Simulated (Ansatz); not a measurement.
## Debugging a many-body input for YVO4 (I4_1/amd)

Aim: the G0W0 gap of YVO4 (I4_1/amd). The first input has a fault.

Method: G0W0 on r2SCAN, plane waves, PAW, in Ansatz 0.2.0.

## Step 1: The system as given

It takes space group I4_1/amd (No. 141, tetragonal). The conventional cell has a = 7.118 Å, b = 7.118 Å, c = 6.289 Å, α = 90.00°, β = 90.00°, γ = 90.00°. Y has 8 O at 2.30 to 2.43 Å nearest. V has 4 O at 1.71 Å nearest. Nearest to O lie 1 V at 1.71 Å and 2 Y at 2.30 to 2.43 Å. Farther neighbours, and contacts between anions beyond the nearest, are not listed.

The cell and positions come from the Crystallography Open Database and are kept as given unless a step says otherwise. The default PAW set here is soft_2. Its files were made with PBE.

## Step 2: First try

input.yaml

```yaml
crystal:
  lattice:
    - [-3.55915, 3.55915, 3.14465]
    - [3.55915, -3.55915, 3.14465]
    - [3.55915, 3.55915, -3.14465]
  atoms:
    - { symbol: "Y", position: [0.75, 0.25, 0.5] }
    - { symbol: "Y", position: [0.0, 0.0, 0.0] }
    - { symbol: V, position: [0.5, 0.5, 0.0] }
    - { symbol: V, position: [0.25, 0.75, 0.5] }
    - { symbol: O, position: [0.51, 0.3258, 0.1842] }
    - { symbol: O, position: [0.0758, 0.3916, 0.3158] }
    - { symbol: O, position: [0.1416, 0.3258, 0.8158] }
    - { symbol: O, position: [0.0758, 0.76, 0.6842] }
    - { symbol: O, position: [0.24, 0.9242, 0.3158] }
    - { symbol: O, position: [0.6742, 0.49, 0.8158] }
    - { symbol: O, position: [0.6084, 0.9242, 0.6842] }
    - { symbol: O, position: [0.6742, 0.8584, 0.1842] }
kpoints:
  mp_grid: { grid: [1, 1, 1] }
hamiltonian:
  xc: r2scan
scf:
  occupations: { method: fixed }
gw:
  n_empty_bands: 258
  ecut_chi: 80
  qp_bands: [v4, c4]
  qp_kpoints: band_edges
  screening: { model: contour_deformation }
```

Run with:

```
$ ansatz run input.yaml --threads 3 --pin off --max-ram 92160MiB --backend cuda --events-out ev --progress --plain --runs-dir out --devices 1 --max-vram 13GiB
```

The program printed:

```text
GPUs: using 1 of 1 available (devices: 1).
Engine: ansatz 0.2.0, x86_64-unknown-linux-gnu
Pseudopotentials: kind: paw
Pseudopotential: Y, paw, valence charge 11, recommended cutoff 500 eV (meta_gga), Y.paw.azcp
Pseudopotential: V, paw, valence charge 13, recommended cutoff 500 eV (meta_gga), V.paw.azcp
Pseudopotential: O, paw, valence charge 6, recommended cutoff 500 eV (meta_gga), O.paw.azcp
Functional definition: r2SCAN
  parameter k0 = 0.174
  parameter k1 = 0.065
  parameter a1 = 4.9479
  exchange = r2scan_x(k0 = k0, k1 = k1, a1 = a1)
  correlation = r2scan_c
device memory: the entry about to start is reckoned to put 1.6 GiB on a device that reports 51.9 GiB free (of which the cap on the GPU budget leaves the run 13.0 GiB)
GPU FFT provider: cuFFT
GPU libraries: cuBLAS 13.8.2, cuFFT 12.4.0, cuSOLVER 12.3.4
Crystal: 12 atoms, lattice volume = 159.340 Å³
Basis set: ecut = 500 eV, 4023 PW (Γ), exchange–correlation on 180×180×180 points (64 copies of the dense FFT grid, shifted against one another)
Bands: 60, of which v1, the nominal top of the filled ones, is band 48 counted from 1 (47 counted from 0)
Symmetry: 16 space group operations
Space group: I41/amd (ITA 141), of the structure as read, at distance tolerance 5.4e-5 Å
k-points: 1
Non-local potential: Y, projectors of the file, l = 0: 3, l = 1: 2, l = 2: 2, l = 3: 1
Non-local potential: V, projectors of the file, l = 0: 3, l = 1: 2, l = 2: 3, l = 3: 1
Non-local potential: O, projectors of the file, l = 0: 2, l = 1: 2, l = 2: 1
PAW form: soft (Blöchl's): semilocal exchange-correlation on the pseudo side does not see the compensation charge
PAW frozen core: Y, regenerated for the run's functional (the file was generated under x = pbe(κ = 0.804, μ = 0.219515), c = pbe(β = 0.066725))
PAW frozen core: V, regenerated for the run's functional (the file was generated under x = pbe(κ = 0.804, μ = 0.219515), c = pbe(β = 0.066725))
PAW frozen core: O, regenerated for the run's functional (the file was generated under x = pbe(κ = 0.804, μ = 0.219515), c = pbe(β = 0.066725))
PAW one-centre angular grid: Y, 590 points (default); XC on 160 Gauss nodes
PAW one-centre angular grid: V, 590 points (default); XC on 160 Gauss nodes
PAW one-centre angular grid: O, 302 points (default); XC on 160 Gauss nodes
Initial density: superposition of atomic densities (neutral atoms: chi_scale 0, normalization atom), corrected by the library's trained network
Initial wavefunctions: pseudopotential atomic-orbital guess
GPU buffer pool allocated for 91125 grid points (all kernels)
GPU transforms: local potential and band sums: pruned to the plane-wave sphere, on 45×45×45
Functional: x = r2scan, c = r2scan; τ floored in thin density (d = 2e-4 eV/Å³)
SCF iter   1: F=—  HF=-18119.759339 eV  |F-HF|=—  |Δ(HF+E_count)|=         —  Δρ=2.99e-2  dr2=1.61e0  dr2_τ=8.60e-1  ethr=1.77e-3  ⟨swp⟩=3.0  Hψ=174  notcnv=0  defer=8
preconditioner: auto → Resta (q_TF=auto, 2.507 Å⁻¹)  ε∞=4.4  [insulator: Δε(μ)=3.796 eV  Ē_g=13.885 eV  n_scr=46 (ndim 8)  ℏωp=25.6 eV  f_vac=0.071  ε∞_Penn≈4.4]
SCF iter   2: F=—  HF=-18119.954560 eV  |F-HF|=—  |Δ(HF+E_count)|=   1.95e-1  Δρ=2.88e-2  dr2=1.42e0  dr2_τ=1.42e-1  ethr=1.68e-3  ⟨swp⟩=3.0  Hψ=122  notcnv=0  defer=9
SCF iter   3: F=—  HF=-18119.781191 eV  |F-HF|=—  |Δ(HF+E_count)|=   1.73e-1  Δρ=6.18e-3  dr2=3.85e-2  dr2_τ=2.10e-3  ethr=1.48e-3  ⟨swp⟩=2.0  Hψ=78  notcnv=0  defer=7
SCF iter   4: F=—  HF=-18119.779594 eV  |F-HF|=—  |Δ(HF+E_count)|=   1.60e-3  Δρ=2.78e-3  dr2=1.40e-2  dr2_τ=5.73e-4  ethr=4.01e-5  ⟨swp⟩=2.0  Hψ=91  notcnv=0  defer=10
SCF iter   5: F=—  HF=-18119.777996 eV  |F-HF|=—  |Δ(HF+E_count)|=   1.60e-3  Δρ=5.83e-4  dr2=4.81e-4  dr2_τ=2.20e-5  ethr=1.45e-5  ⟨swp⟩=2.0  Hψ=75  notcnv=0  defer=10
SCF iter   6: F=—  HF=-18119.778013 eV  |F-HF|=—  |Δ(HF+E_count)|=   1.76e-5  Δρ=2.90e-4  dr2=1.63e-4  dr2_τ=7.39e-6  ethr=5.01e-7  ⟨swp⟩=2.0  Hψ=99  notcnv=0  defer=10
SCF iter   7: F=—  HF=-18119.777994 eV  |F-HF|=—  |Δ(HF+E_count)|=   1.88e-5  Δρ=8.46e-5  dr2=1.45e-5  dr2_τ=1.50e-7  ethr=1.69e-7  ⟨swp⟩=2.0  Hψ=65  notcnv=0  defer=7
SCF iter   8: F=—  HF=-18119.777993 eV  |F-HF|=—  |Δ(HF+E_count)|=   1.79e-6  Δρ=1.29e-5  dr2=3.15e-7  dr2_τ=3.93e-9  ethr=1.51e-8  ⟨swp⟩=1.0  Hψ=60  notcnv=0  defer=7
SCF iter   9: F=-18119.777992 eV  HF=-18119.777993 eV  |F-HF|=1.96e-8  |Δ(HF+E_count)|=   3.61e-8  Δρ=3.40e-6  dr2=2.24e-8  dr2_τ=5.04e-10  ethr=1.04e-10  ⟨swp⟩=9.0  Hψ=198  notcnv=0
SCF 1 converged in 9 iterations: F = -18119.777992 eV  dr2 = 2.24e-8
[...]
device memory: the entry about to start is reckoned to put 1.7 GiB on a device that reports 50.3 GiB free (of which the cap on the GPU budget leaves the run 13.0 GiB)
NSCF: frozen V_eff on 1 k-points
[...]
device memory: the entry about to start is reckoned to put 1.0 GiB on a device that reports 51.5 GiB free (of which the cap on the GPU budget leaves the run 13.0 GiB)
NSCF: frozen V_eff on 1 k-points
G₀W₀ screening: q 1/1
G₀W₀ self-energy: k 1/1
device memory: the entry about to start is reckoned to put 0.8 GiB on a device that reports 47.7 GiB free (of which the cap on the GPU budget leaves the run 13.0 GiB)
NSCF: frozen V_eff on 1 k-points
device memory: the entry about to start is reckoned to put 0.8 GiB on a device that reports 47.7 GiB free (of which the cap on the GPU budget leaves the run 13.0 GiB)
NSCF: frozen V_eff on 1 k-points
device memory: the entry about to start is reckoned to put 0.8 GiB on a device that reports 47.7 GiB free (of which the cap on the GPU budget leaves the run 13.0 GiB)
NSCF: frozen V_eff on 1 k-points
device memory: the entry about to start is reckoned to put 0.8 GiB on a device that reports 47.7 GiB free (of which the cap on the GPU budget leaves the run 13.0 GiB)
NSCF: frozen V_eff on 1 k-points
device memory: the entry about to start is reckoned to put 0.8 GiB on a device that reports 47.7 GiB free (of which the cap on the GPU budget leaves the run 13.0 GiB)
NSCF: frozen V_eff on 1 k-points
SCF converged after 9 iterations
Free energy (F): -18119.777992 eV
Harris-Foulkes:  -18119.777993 eV  (|F-HF|=1.96e-8)
Internal energy: -18119.777992 eV  (E = F + TS)
E sigma→0 (E₀):  -18119.777992 eV
Fermi energy:    6.033524 eV
--- Per-component energies (eV) ---
  E_band       = -934.656833
  E_kinetic    = 2698.299653
  E_local      = -7302.157147  (includes V_loc(G=0)·N_el)
  E_nonlocal   = 374.546294
  E_hartree    = 2824.662018
  E_xc         = -1180.879062
  E_vxc        = -1666.285369  (∫ρ·V_xc dr)
  E_paw        = -9199.572858  (= ΣΔE_a)
  E_vpaw       = -793.662391  (= ΣTr[D̂ρ^β])
  E_aug_tail   = 0.008781  (compensation charges beyond the density's cutoff)
  E_vtau       = 105.262087  (kinetic-family band-sum trace: ∫τ·v_τ [+ j·A + Jᵃ·Aᵃ] dr)
  E_ewald      = -6333.590677
  E_core_change = -1.094996  (= ΣΔE_core)
  E_smearing   = -0.000000  (= −TS)
  E_closure    = 0.000000  (closes the sum)
  Σ components = -18119.777992   (vs F -18119.777992, Δ=0.00e0)
--- Band table (eV) ---
  k-point 0: bands = [... 44 lower, 5.6282, 5.6326, 5.6326, 6.0335, 9.2943, 10.0774, 10.2572, 10.2765, ... 8 higher]
--- G₀W₀: contour deformation, 6 samples at zero and on the imaginary axis and 1 off it, 1 q-point, 258 empty bands' worth ---
  eigenvalues of the whole cell's RPA ε∞ on this k-mesh (on a slab, of 1 + 4πα/V) = 3.7208, 3.7208, 5.2316; static W/v taken at q = 0 is 0.238874
  bands read: the sum over 306 bands ends inside a degenerate multiplet in 1 slot, whose members it reads at an even weight; the widest, k=0: bands 306 to 307 (counted from 1) at 1/2 each
  gw.qp_kpoints: band_edges: 1 of 1 stored k-point solved, in 1 pass; an edge of the gap read off the rows below is read off those points alone
    ik  band        ε_KS         Σx   Σc(E_QP)       V_xc       Z   E_QP_lin       E_QP  E_QP is
     0    45      5.6282   -26.2289     5.0659   -21.0195  0.7360     5.4843     5.4847  root
     0    46      5.6326   -25.9977     5.0624   -20.7562  0.7363     5.4529     5.4535  root
     0    47      5.6326   -25.9977     5.0624   -20.7562  0.7363     5.4529     5.4535  root
     0    48      6.0335   -26.3386     5.1875   -20.9843  0.7348     5.8663     5.8668  root
     0    49      9.2943   -14.0009    -6.2742   -21.8831  0.7443    10.9579    10.9024  root
     0    50     10.0774   -15.9000    -6.6605   -24.3673  0.7314    11.9607    11.8842  root
     0    51     10.2572   -16.1805    -6.0379   -24.0021  0.7257    12.1253    12.0410  root
     0    52     10.2765   -15.9787    -6.3341   -24.1223  0.7319    12.1635    12.0859  root
```

Elapsed: 7.4 s, on 1 × NVIDIA H100 80GB HBM3 (shared by 6 runs) with 3 threads of AMD EPYC 7R13 (Zen 3), shared host; peak memory 1.3 GiB; 7.8 s of CPU time.

**What went wrong?**

The run ended normally, though the input holds a fault or crude settings.

The fault: G0W0 on a mesh far too coarse. So few points can't sample the density or the screening, and the band edges may lie elsewhere in the zone.

It printed a gap of 5.04 eV, which is an artefact of the settings.

## Step 3: A better input

G0W0 replaces the xc potential by the self-energy, built once from these orbitals. Only a window of levels is corrected, while the sums run over the empty bands that the input names.

input.yaml: that of step 2 with these lines changed.

```diff
@@ -19,3 +19,3 @@
 kpoints:
-  mp_grid: { grid: [1, 1, 1] }
+  mp_grid: { grid: [4, 4, 4] }
 hamiltonian:
@@ -25,4 +25,4 @@
 gw:
-  n_empty_bands: 258
-  ecut_chi: 80
+  n_empty_bands: 340
+  ecut_chi: 96
   qp_bands: [v4, c4]
```

The program printed:

```text
GPUs: using 1 of 1 available (devices: 1).
[...]
GPU FFT provider: cuFFT
GPU libraries: cuBLAS 13.8.2, cuFFT 12.4.0, cuSOLVER 12.3.4
Crystal: 12 atoms, lattice volume = 159.340 Å³
Basis set: ecut = 500 eV, 4023 PW (Γ), exchange–correlation on 180×180×180 points (64 copies of the dense FFT grid, shifted against one another)
Bands: 60, of which v1, the nominal top of the filled ones, is band 48 counted from 1 (47 counted from 0)
[... 1 set-up line as in the run before ...]
[...]
k-points: 13 of 64
[...]
GPU buffer pool allocated for 91125 grid points (all kernels)
[...]
SCF iter   1: F=—  HF=-18120.950471 eV  |F-HF|=—  |Δ(HF+E_count)|=         —  Δρ=2.54e-2  dr2=1.29e0  dr2_τ=7.44e-1  ethr=1.77e-3  ⟨swp⟩=3.4  Hψ=2294  notcnv=0  defer=107
[...]
0    45      5.5094   -25.7103     4.4458   -21.0292  0.7518     5.2734     5.2741  root
     0    46      5.5160   -25.4190     4.4059   -20.7690  0.7518     5.2711     5.2719  root
     0    47      5.5160   -25.4190     4.4059   -20.7690  0.7518     5.2711     5.2719  root
     0    48      5.9044   -25.6194     4.4376   -20.9616  0.7498     5.6836     5.6843  root
     0    49      9.2255   -14.7300    -5.6606   -22.0077  0.7627    10.8778    10.8426  root
     0    50      9.9472   -16.4076    -6.2036   -24.4406  0.7447    11.8309    11.7767  root
     0    51     10.1501   -16.5038    -5.8801   -24.2237  0.7451    12.0453    11.9899  root
     0    52     10.1658   -16.6723    -5.5926   -24.0892  0.7416    12.0451    11.9900  root
[...]
10    49      9.6966   -15.5643    -5.6402   -22.9035  0.7534    11.4386    11.3955  root
    10    50      9.9408   -16.2932    -6.0673   -24.1751  0.7471    11.8076    11.7554  root
    10    51     10.0165   -16.2263    -5.9099   -23.9455  0.7485    11.8775    11.8258  root
    10    52     10.2685   -17.0896    -5.7116   -24.6597  0.7361    12.1874    12.1270  root
[key lines of the parts left out:]
SCF converged after 9 iterations
Free energy (F): -18121.012406 eV
Fermi energy:    5.904425 eV
```

It took 34 s on 1 × NVIDIA H100 80GB HBM3 (shared by 6 runs) with 3 threads; peak memory 2 GiB; 47 s of CPU time.

This step gave:

| Item | Value |
| --- | --- |
| bands summed | 388 |
| RPA ε∞ on this mesh (eigenvalues) | 3.498, 3.498, 4.222 |
| plane waves in the screening matrix | 349 |
| q-points in the mesh | 64 |
| G0W0 gap on the mesh | 5.158 eV |
| k of the valence top | 0, 0, 0 |
| k of the conduction bottom | 0, 0, 0 |
| starting gap on the mesh | 3.321 eV |
| Z at the valence top | 0.7498 |
| Z at the conduction bottom | 0.7627 |
| least direct G0W0 gap on the computed points | 5.158 eV |

The gap on the mesh goes from 3.32 eV to 5.16 eV, a correction of +1.84 eV. Between the two edge states, bare exchange in place of the xc potential would open the gap by 11.94 eV, and correlation takes back 10.10 eV.

## Step 4: What came out

```
first try  : converged after 7.4 s
better run : G0W0 gap on the mesh 5.16 eV (4×4×4 mesh, 340 empty bands, screening to 96 eV)
```

In words: The second run differs in: mesh, empty bands and screening cutoff (eV). Bands and cutoff are finite, so the gap stands short of the basis limit, usually by up to a few tenths of an eV; the mesh is an error of its own. The runs have no spin polarisation. For a closed low-spin shell that is the natural state; where a d or f shell is open it is a constraint, and the gap is then not the crystal's own. With d states at the gap, one-shot GW leans hard on its start. The many-body steps are scalar-relativistic: spin-orbit coupling is not in them.

[Long decimals in the printed logs are rounded to 6 places.]

[Logs are printed without paths, hosts, clocks, repeated set-up lines and the standing remarks that a program may print on its own settings, such as how far it seeks lower states.]

[Paths, hosts, dates, memory and timing lines, banners, echoed tables and standing remarks are left out of the program output; an Ansatz launch command may be rebuilt from the run's recorded settings. Measured values are a selection of at most five: reports struck by readers or far from the other reports are left out. None is set beside runs whose start may be inverted or whose files or cutoffs have a known fault.]

[Runs of the session that timed out or met a known fault of the program may be left out.]

[Cells called generated may have been cut or substituted from an entry of the Crystallography Open Database or the Materials Project.]

[Hosts, paths, dates, database ids (printed as entryN), source tags and the programs' standing remarks are cut or masked in the printed files.]

[Where the starting crystal was built by hand or by swapping elements, it need not be the compound's stable phase.]
